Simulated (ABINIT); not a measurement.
# Li3Ta (Fm-3m): zone-centre phonons

Which modes does Li3Ta (Fm-3m) have at the zone centre?

Main program and level: ABINIT 10.8.3; DFT PBE, scalar-relativistic, plane waves, PseudoDojo norm-conserving pseudopotentials.

The structure was built from a prototype and need not be the compound's stable phase.

### Step 1. The structure

The structure is cubic, space group Fm-3m (No. 225). Conventional cell: a = 6.775 Å, b = 6.775 Å, c = 6.775 Å, α = 90.00°, β = 90.00°, γ = 90.00°. Ta has 8 Li at 2.93 Å nearest. Nearest to Li lie 8 Li at 2.93 Å. Li has 4 Li at 2.93 Å and 4 Ta at 2.93 Å nearest. Farther neighbours are not listed.

### Step 2. A probe with smearing

A first run with smearing and empty bands tells whether the crystal has a gap, which decides between fixed occupations and smearing later on.

Input file probe.abi:

```
# ground state
tolvrs 1.0d-08
prtden 1
prtwf 1

# basis, mesh and filling
ecut 33.0
ngkpt 6 6 6
nshiftk 1
shiftk 0.0 0.0 0.0
istwfk *1
occopt 7
tsmear 0.005
nband 18
nstep 100
diemac 9.0
prtebands 0
prtgsr 0
useylm 1

# cell and atoms
acell 9.053627384 9.053627384 9.053627384
rprim 
    -0.7071067812 0.0 0.7071067812
    0.0 0.7071067812 0.7071067812
    -0.7071067812 0.7071067812 0.0
ntypat 2
znucl 73 3
natom 4
typat 1 2 2 2
xred 
    0.0 0.0 0.0
    0.5 0.5 0.5
    0.75 0.75 0.75
    0.25 0.25 0.25
pp_dirpath "./pseudo"
pseudos "Ta.upf, Li.upf"
```

Started as:

```bash
$ OMP_NUM_THREADS=1 mpirun -n 4 abinit probe.abi > probe.log
```

Numbers of over 12 decimals in the logs are rounded to 6 here.

probe.abo, the main output file:

```text
[banners, grids, parts of the stress and lines that vanish by symmetry left out]
- input  file    -> probe.abi
- output file    -> probe.abo
- root for input  files -> probei
[...]
Symmetries : space group Fm -3 m (#225); Bravais cF (face-center cubic)
[...]
mpw =        4800          nfft =      110592          nkpt =          16
[...]
== DATASET  1 ==================================================================
[...]
cutoff_energies: {ecut:  33.0, pawecutdg:  -1.0, }
[...]
ETOT  1  -86.465008226616    -8.647E+01 8.003E-02 5.979E+02
 ETOT  2  -86.371866537292     9.314E-02 1.303E-02 1.438E+03
 ETOT  3  -86.582444797988    -2.106E-01 5.338E-03 6.149E+00
 ETOT  4  -86.582973904540    -5.291E-04 1.056E-03 2.060E+00
 ETOT  5  -86.583199322670    -2.254E-04 3.921E-04 1.012E-01
[...]
ETOT  9  -86.583213823293    -6.300E-10 1.750E-05 5.962E-08
 ETOT 10  -86.583213823306    -1.225E-11 2.160E-05 5.956E-10
 At SCF step   10       vres2   =  5.96E-10 < tolvrs=  1.00E-08 =>converged.
[...]
sigma(1 1)=  1.99392251E-04  sigma(3 2)=  0.00000000E+00
  sigma(2 2)=  1.99392251E-04  sigma(3 1)=  0.00000000E+00
  sigma(3 3)=  1.99392251E-04  sigma(2 1)=  0.00000000E+00
[...]
convergence: {deltae: -1.225E-11, res2:  5.956E-10, residm:  2.160E-05, diffor: null, }
etotal    :  -8.65832138E+01
[...]
sigma(1 1)=  1.99392251E-04  sigma(3 2)=  0.00000000E+00
  sigma(2 2)=  1.99392251E-04  sigma(3 1)=  0.00000000E+00
  sigma(3 3)=  1.99392251E-04  sigma(2 1)=  0.00000000E+00
[...]
- sigma(1 1)=  5.86632255E+00  sigma(3 2)=  0.00000000E+00
- sigma(2 2)=  5.86632255E+00  sigma(3 1)=  0.00000000E+00
- sigma(3 3)=  5.86632255E+00  sigma(2 1)=  0.00000000E+00
[...]
fcart      2.6287636102E-30 -7.8862908306E-30  2.6287636102E-30
           strten      1.9939225073E-04  1.9939225073E-04  1.9939225073E-04
================================================================================

[key lines of the parts left out:]
pressure_GPa:  -5.8663E+00
```

The job ended after 21 s (4 MPI ranks of Arm Neoverse N1, shared host; 84 s of CPU time).

This step gave:

```
volume per atom   : 19.44 Å³
pressure          : -5.866 GPa
gap on the k-mesh : 0 eV
```

No gap opens on this mesh, so smearing is kept; the printed pressure holds the stress of the finite basis too.

### Step 3. Rough relaxation

The typed start is rough, so a first relaxation with smearing and loose thresholds takes it towards rest cheaply.

Input file prerelax.abi:

```
# relaxation
ionmov 2
optcell 2
dilatmx 1.15
chkdilatmx 0
ntime 40
tolmxf 3.0d-04
tolvrs 1.0d-10
prtwf 0
prtden 0
chksymtnons 0

# basis, mesh and filling
ecut 33.0
ecutsm 3.0
ngkpt 4 4 4
nshiftk 1
shiftk 0.0 0.0 0.0
istwfk *1
occopt 7
tsmear 0.005
nband 18
nstep 100
diemac 1000000.0
prtebands 0
prtgsr 0
useylm 1

# cell and atoms
acell 9.053627384 9.053627384 9.053627384
rprim 
    -0.7071067812 0.0 0.7071067812
    0.0 0.7071067812 0.7071067812
    -0.7071067812 0.7071067812 0.0
ntypat 2
znucl 73 3
natom 4
typat 1 2 2 2
xred 
    0.0 0.0 0.0
    0.5 0.5 0.5
    0.75 0.75 0.75
    0.25 0.25 0.25
pp_dirpath "./pseudo"
pseudos "Ta.upf, Li.upf"
```

Started as:

```bash
$ OMP_NUM_THREADS=1 mpirun -n 4 abinit prerelax.abi > prerelax.log
```

prerelax.abo, the main output file:

```text
[banners, grids, parts of the stress and lines that vanish by symmetry left out]
- input  file    -> prerelax.abi
- output file    -> prerelax.abo
- root for input  files -> prerelaxi
[...]
Symmetries : space group Fm -3 m (#225); Bravais cF (face-center cubic)
[...]
mpw =        7283          nfft =      157464          nkpt =           8
[...]
== DATASET  1 ==================================================================
[...]
cutoff_energies: {ecut:  33.0, pawecutdg:  -1.0, }
[...]
ETOT  1  -86.461797255358    -8.646E+01 5.359E-02 8.483E+02
 ETOT  2  -86.431518052970     3.028E-02 4.526E-03 1.452E+03
 ETOT  3  -86.582296756223    -1.508E-01 1.012E-03 4.865E+00
 ETOT  4  -86.582501662489    -2.049E-04 3.123E-04 1.689E+00
 ETOT  5  -86.582623709414    -1.220E-04 2.107E-04 1.076E-01
[...]
At SCF step   11       vres2   =  1.31E-11 < tolvrs=  1.00E-10 =>converged.
[...]
ETOT  9  -86.595530441396     7.248E-13 1.281E-07 2.628E-11
 At SCF step    9       vres2   =  2.63E-11 < tolvrs=  1.00E-10 =>converged.
[...]
sigma(1 1)=  2.11939969E-06  sigma(3 2)=  0.00000000E+00
  sigma(2 2)=  2.11939969E-06  sigma(3 1)=  0.00000000E+00
  sigma(3 3)=  2.11939969E-06  sigma(2 1)=  0.00000000E+00
[...]
convergence: {deltae:  7.248E-13, res2:  2.628E-11, residm:  1.281E-07, diffor: null, }
etotal    :  -8.65955304E+01
[...]
At Broyd/MD step   5, gradients are converged :
[...]
sigma(1 1)=  2.11939969E-06  sigma(3 2)=  0.00000000E+00
  sigma(2 2)=  2.11939969E-06  sigma(3 1)=  0.00000000E+00
  sigma(3 3)=  2.11939969E-06  sigma(2 1)=  0.00000000E+00
[...]
- sigma(1 1)=  6.23548916E-02  sigma(3 2)=  0.00000000E+00
- sigma(2 2)=  6.23548916E-02  sigma(3 1)=  0.00000000E+00
- sigma(3 3)=  6.23548916E-02  sigma(2 1)=  0.00000000E+00
[...]
fcart      9.9409782225E-32  1.1045531358E-32  9.9409782225E-32
           strten      2.1193996864E-06  2.1193996864E-06  2.1193996864E-06
================================================================================

[key lines of the parts left out:]
pressure_GPa:  -6.2355E-02
Total energy (etotal) [Ha]= -8.65955304413956E+01
```

The job ended after 86 s (4 MPI ranks; 5.8 min of CPU time).

Relaxation path:

| step | energy less that of the first step (eV) | largest force (eV/Å) | volume (Å³) |
| --- | --- | --- | --- |
| 1 | 0.0000 | 0.0000 | 77.76 |
| 2 | -0.0534 | 0.0000 | 76.32 |
| 3 | -0.3036 | 0.0000 | 57.96 |
| 4 | -0.3483 | 0.0000 | 63.52 |
| 5 | -0.3509 | 0.0000 | 62.48 |

| conventional cell, symmetrised | before | after | change |
| --- | --- | --- | --- |
| a (Å) | 6.775 | 6.299 | -7.0 % |
| b (Å) | 6.775 | 6.299 | -7.0 % |
| c (Å) | 6.775 | 6.299 | -7.0 % |
| volume (Å³/atom) | 19.44 | 15.62 | -19.7 % |

The relaxed structure:

```
Ta Li
1.0
    -3.14944    0.00000    3.14944
     0.00000    3.14944    3.14944
    -3.14944    3.14944    0.00000
Ta Li
1 3
Direct
  0.00000 0.00000 0.00000
  0.50000 0.50000 0.50000
  0.75000 0.75000 0.75000
  0.25000 0.25000 0.25000
```

Numbers from this step:

```yaml
volume_per_atom: 15.62 Å³
pressure: -0.06235 GPa
```

The volume changes by -19.7 % in this run and stands -19.7 % from the first cell.

### Step 4. Rough relaxation

The cell changed much, so the rough relaxation is repeated on a basis made for the new cell.

Changes to prerelax.abi since step 3:

```diff
@@ -29,3 +29,3 @@
 # cell and atoms
-acell 9.053627384 9.053627384 9.053627384
+acell 8.416810947 8.416810947 8.416810947
 rprim
```

prerelax.abo, the main output file:

```text
[banners, grids, parts of the stress and lines that vanish by symmetry left out]
- input  file    -> prerelax.abi
- output file    -> prerelax.abo
- root for input  files -> prerelaxi
[...]
Symmetries : space group Fm -3 m (#225); Bravais cF (face-center cubic)
[...]
mpw =        5836          nfft =      157464          nkpt =           8
[...]
== DATASET  1 ==================================================================
[...]
cutoff_energies: {ecut:  33.0, pawecutdg:  -1.0, }
[...]
ETOT  1  -86.511523735588    -8.651E+01 6.800E-02 7.126E+02
 ETOT  2  -86.531725822970    -2.020E-02 8.682E-03 7.147E+02
 ETOT  3  -86.595263711442    -6.354E-02 1.045E-03 3.486E+00
 ETOT  4  -86.595513608568    -2.499E-04 5.949E-04 2.143E-01
 ETOT  5  -86.595530016149    -1.641E-05 2.833E-04 5.474E-03
[...]
ETOT  9  -86.595530441395    -8.185E-12 1.389E-04 5.109E-10
 ETOT 10  -86.595530441399    -4.476E-12 7.346E-05 5.754E-12
 At SCF step   10       vres2   =  5.75E-12 < tolvrs=  1.00E-10 =>converged.
[...]
sigma(1 1)=  2.11926167E-06  sigma(3 2)=  0.00000000E+00
  sigma(2 2)=  2.11926167E-06  sigma(3 1)=  0.00000000E+00
  sigma(3 3)=  2.11926167E-06  sigma(2 1)=  0.00000000E+00
[...]
convergence: {deltae: -4.476E-12, res2:  5.754E-12, residm:  7.346E-05, diffor: null, }
etotal    :  -8.65955304E+01
[...]
At Broyd/MD step   1, gradients are converged :
[...]
sigma(1 1)=  2.11926167E-06  sigma(3 2)=  0.00000000E+00
  sigma(2 2)=  2.11926167E-06  sigma(3 1)=  0.00000000E+00
  sigma(3 3)=  2.11926167E-06  sigma(2 1)=  0.00000000E+00
[...]
- sigma(1 1)=  6.23508310E-02  sigma(3 2)=  0.00000000E+00
- sigma(2 2)=  6.23508310E-02  sigma(3 1)=  0.00000000E+00
- sigma(3 3)=  6.23508310E-02  sigma(2 1)=  0.00000000E+00
[...]
fcart     -2.2091062716E-32 -4.4182125431E-32 -0.0000000000E+00
           strten      2.1192616690E-06  2.1192616690E-06  2.1192616690E-06
================================================================================

[key lines of the parts left out:]
pressure_GPa:  -6.2351E-02
Total energy (etotal) [Ha]= -8.65955304413991E+01
```

The job ended after 18 s (4 MPI ranks).

Little changed from the start: no atom moved by 0.005 Å and no cell edge by 0.1 %.

The volume changes by +0.0 % in this run and stands -19.7 % from the first cell.

### Step 5. Relaxing the cell and atoms

The harmonic expansion needs vanishing forces, and a free crystal bears no stress, so cell and atoms are brought to rest. Stress is more sensitive to the basis than forces are: the last 3 Ha under the cutoff are smoothed with ecutsm, and the cutoff is raised above that of the later runs.

relax.abi, as its differences from prerelax.abi of step 4:

```diff
@@ -3,7 +3,6 @@
 optcell 2
-dilatmx 1.15
-chkdilatmx 0
+dilatmx 1.08
 ntime 40
-tolmxf 3.0d-04
-tolvrs 1.0d-10
+tolmxf 1.0d-05
+tolvrs 1.0d-14
 prtwf 0
@@ -13,5 +12,5 @@
 # basis, mesh and filling
-ecut 33.0
+ecut 41.0
 ecutsm 3.0
-ngkpt 4 4 4
+ngkpt 8 8 8
 nshiftk 1
@@ -19,4 +18,4 @@
 istwfk *1
-occopt 7
-tsmear 0.005
+occopt 6
+tsmear 0.01
 nband 18
```

Started as:

```bash
$ OMP_NUM_THREADS=1 mpirun -n 4 abinit relax.abi > relax.log
```

relax.abo, the main output file:

```text
[banners, grids, parts of the stress and lines that vanish by symmetry left out]
- input  file    -> relax.abi
- output file    -> relax.abo
- root for input  files -> relaxi
[...]
Symmetries : space group Fm -3 m (#225); Bravais cF (face-center cubic)
[...]
mpw =        6710          nfft =      157464          nkpt =          29
[...]
== DATASET  1 ==================================================================
[...]
cutoff_energies: {ecut:  41.0, pawecutdg:  -1.0, }
[...]
ETOT  1  -86.496400149408    -8.650E+01 7.788E-02 7.631E+02
 ETOT  2  -86.527872736848    -3.147E-02 2.329E-02 7.629E+02
 ETOT  3  -86.595062973483    -6.719E-02 3.631E-03 2.414E+00
 ETOT  4  -86.595243061426    -1.801E-04 3.302E-03 1.661E-01
 ETOT  5  -86.595255051450    -1.199E-05 8.498E-04 4.666E-03
[...]
At SCF step   12       vres2   =  2.09E-16 < tolvrs=  1.00E-14 =>converged.
[...]
sigma(1 1)= -9.26066392E-06  sigma(3 2)=  0.00000000E+00
  sigma(2 2)= -9.26066392E-06  sigma(3 1)=  0.00000000E+00
  sigma(3 3)= -9.26066392E-06  sigma(2 1)=  0.00000000E+00
[...]
convergence: {deltae: -2.657E-12, res2:  2.094E-16, residm:  7.989E-05, diffor: null, }
etotal    :  -8.65952554E+01
[...]
ETOT  1  -86.595226047081    -8.660E+01 7.035E-05 3.610E-01
[...]
At SCF step   10       vres2   =  1.42E-16 < tolvrs=  1.00E-14 =>converged.
[...]
sigma(1 1)= -8.04568279E-06  sigma(3 2)=  0.00000000E+00
  sigma(2 2)= -8.04568279E-06  sigma(3 1)=  0.00000000E+00
  sigma(3 3)= -8.04568279E-06  sigma(2 1)=  0.00000000E+00
[...]
convergence: {deltae:  1.435E-12, res2:  1.420E-16, residm:  1.538E-05, diffor: null, }
etotal    :  -8.65952584E+01
[...]
ETOT  1  -86.593834668984    -8.659E+01 4.283E-05 1.598E+01
[...]
ETOT  9  -86.595267911188     3.979E-12 8.162E-07 1.235E-12
 ETOT 10  -86.595267911190    -2.743E-12 6.994E-06 8.037E-15
 At SCF step   10       vres2   =  8.04E-15 < tolvrs=  1.00E-14 =>converged.
[...]
sigma(1 1)= -5.88852372E-08  sigma(3 2)=  0.00000000E+00
  sigma(2 2)= -5.88852372E-08  sigma(3 1)=  0.00000000E+00
  sigma(3 3)= -5.88852372E-08  sigma(2 1)=  0.00000000E+00
[...]
convergence: {deltae: -2.743E-12, res2:  8.037E-15, residm:  6.994E-06, diffor: null, }
etotal    :  -8.65952679E+01
[...]
At Broyd/MD step   3, gradients are converged :
[...]
sigma(1 1)= -5.88852372E-08  sigma(3 2)=  0.00000000E+00
  sigma(2 2)= -5.88852372E-08  sigma(3 1)=  0.00000000E+00
  sigma(3 3)= -5.88852372E-08  sigma(2 1)=  0.00000000E+00
[...]
- sigma(1 1)= -1.73246349E-03  sigma(3 2)=  0.00000000E+00
- sigma(2 2)= -1.73246349E-03  sigma(3 1)=  0.00000000E+00
- sigma(3 3)= -1.73246349E-03  sigma(2 1)=  0.00000000E+00
[...]
fcart      2.2044123796E-32  2.2044123796E-32 -2.2044123796E-32
           strten     -5.8885237158E-08 -5.8885237157E-08 -5.8885237158E-08
================================================================================

[key lines of the parts left out:]
pressure_GPa:   1.7325E-03
Total energy (etotal) [Ha]= -8.65952679111903E+01
```

It took 3.1 min on 4 MPI ranks.

Relaxation path:

| step | energy less that of the first step (eV) | largest force (eV/Å) | volume (Å³) |
| --- | --- | --- | --- |
| 1 | 0.0000 | 0.0000 | 62.48 |
| 2 | -0.0001 | 0.0000 | 62.53 |
| 3 | -0.0003 | 0.0000 | 62.88 |

| conventional cell, symmetrised | before | after | change |
| --- | --- | --- | --- |
| a (Å) | 6.299 | 6.312 | +0.2 % |
| b (Å) | 6.299 | 6.312 | +0.2 % |
| c (Å) | 6.299 | 6.312 | +0.2 % |
| volume (Å³/atom) | 15.62 | 15.72 | +0.6 % |

This step gave:

- volume per atom: 15.72 Å³
- pressure: 0.001732 GPa

The volume changes by +0.6 % in this run and stands -19.1 % from the first cell.

### Step 6. Self-consistent run for the response

The response is built on these wavefunctions, so the potential is converged far more tightly than an energy would need. Smearing stays on, as the first look found no gap above 0.3 eV.

Input file gs.abi:

```
# ground state
tolvrs 1.0d-16
prtden 1
prtwf 1

# basis, mesh and filling
ecut 33.0
ngkpt 8 8 8
nshiftk 1
shiftk 0.0 0.0 0.0
istwfk *1
occopt 6
tsmear 0.01
nband 18
nstep 100
diemac 1000000.0
prtebands 0
prtgsr 0
useylm 1

# cell and atoms
acell 8.434733003 8.434733003 8.434733003
rprim 
    -0.7071067812 0.0 0.7071067812
    0.0 0.7071067812 0.7071067812
    -0.7071067812 0.7071067812 0.0
ntypat 2
znucl 73 3
natom 4
typat 1 2 2 2
xred 
    0.0 0.0 0.0
    0.5 0.5 0.5
    0.75 0.75 0.75
    0.25 0.25 0.25
pp_dirpath "./pseudo"
pseudos "Ta.upf, Li.upf"
```

Started as:

```bash
$ OMP_NUM_THREADS=1 mpirun -n 4 abinit gs.abi > gs.log
```

gs.abo, the main output file:

```text
[banners, grids, parts of the stress and lines that vanish by symmetry left out]
- input  file    -> gs.abi
- output file    -> gs.abo
- root for input  files -> gsi
[...]
Symmetries : space group Fm -3 m (#225); Bravais cF (face-center cubic)
[...]
mpw =        3874          nfft =       91125          nkpt =          29
[...]
== DATASET  1 ==================================================================
[...]
cutoff_energies: {ecut:  33.0, pawecutdg:  -1.0, }
[...]
ETOT  1  -86.501825264276    -8.650E+01 7.094E-02 4.412E+02
 ETOT  2  -86.525831896046    -2.401E-02 1.379E-02 4.492E+02
 ETOT  3  -86.594723939893    -6.889E-02 2.352E-03 1.419E+00
 ETOT  4  -86.594903419311    -1.795E-04 6.615E-04 8.435E-02
 ETOT  5  -86.594914189518    -1.077E-05 1.251E-04 2.946E-03
[...]
ETOT 12  -86.594914592460     1.293E-12 2.359E-04 1.769E-16
 ETOT 13  -86.594914592461    -1.265E-12 1.444E-04 1.567E-18
 At SCF step   13       vres2   =  1.57E-18 < tolvrs=  1.00E-16 =>converged.
[...]
sigma(1 1)=  1.08695108E-05  sigma(3 2)=  0.00000000E+00
  sigma(2 2)=  1.08695108E-05  sigma(3 1)=  0.00000000E+00
  sigma(3 3)=  1.08695108E-05  sigma(2 1)=  0.00000000E+00
[...]
convergence: {deltae: -1.265E-12, res2:  1.567E-18, residm:  1.444E-04, diffor: null, }
etotal    :  -8.65949146E+01
[...]
sigma(1 1)=  1.08695108E-05  sigma(3 2)=  0.00000000E+00
  sigma(2 2)=  1.08695108E-05  sigma(3 1)=  0.00000000E+00
  sigma(3 3)=  1.08695108E-05  sigma(2 1)=  0.00000000E+00
[...]
- sigma(1 1)=  3.19792048E-01  sigma(3 2)=  0.00000000E+00
- sigma(2 2)=  3.19792048E-01  sigma(3 1)=  0.00000000E+00
- sigma(3 3)=  3.19792048E-01  sigma(2 1)=  0.00000000E+00
[...]
fcart     -0.0000000000E+00 -0.0000000000E+00 -0.0000000000E+00
           strten      1.0869510786E-05  1.0869510786E-05  1.0869510786E-05
================================================================================

[key lines of the parts left out:]
pressure_GPa:  -3.1979E-01
```

Wall time 48 s (4 MPI ranks); 3.2 min of CPU time.

This step gave:

```yaml
pressure: -0.3198 GPa
```

The cell stands at -0.32 GPa: the relaxation ran with a smoothed and higher cutoff, and the difference is a stress of the finite basis.

[end of part 1 of 4]

[Host names and launcher messages were left out of these logs when they were recorded.]

[Logs are printed without paths, hosts, clocks, repeated set-up lines and the standing remarks that a program may print on its own settings, such as how far it seeks lower states.]

[Hosts, paths, dates, database ids (printed as entryN), source tags and the programs' standing remarks are cut or masked in the printed files.]
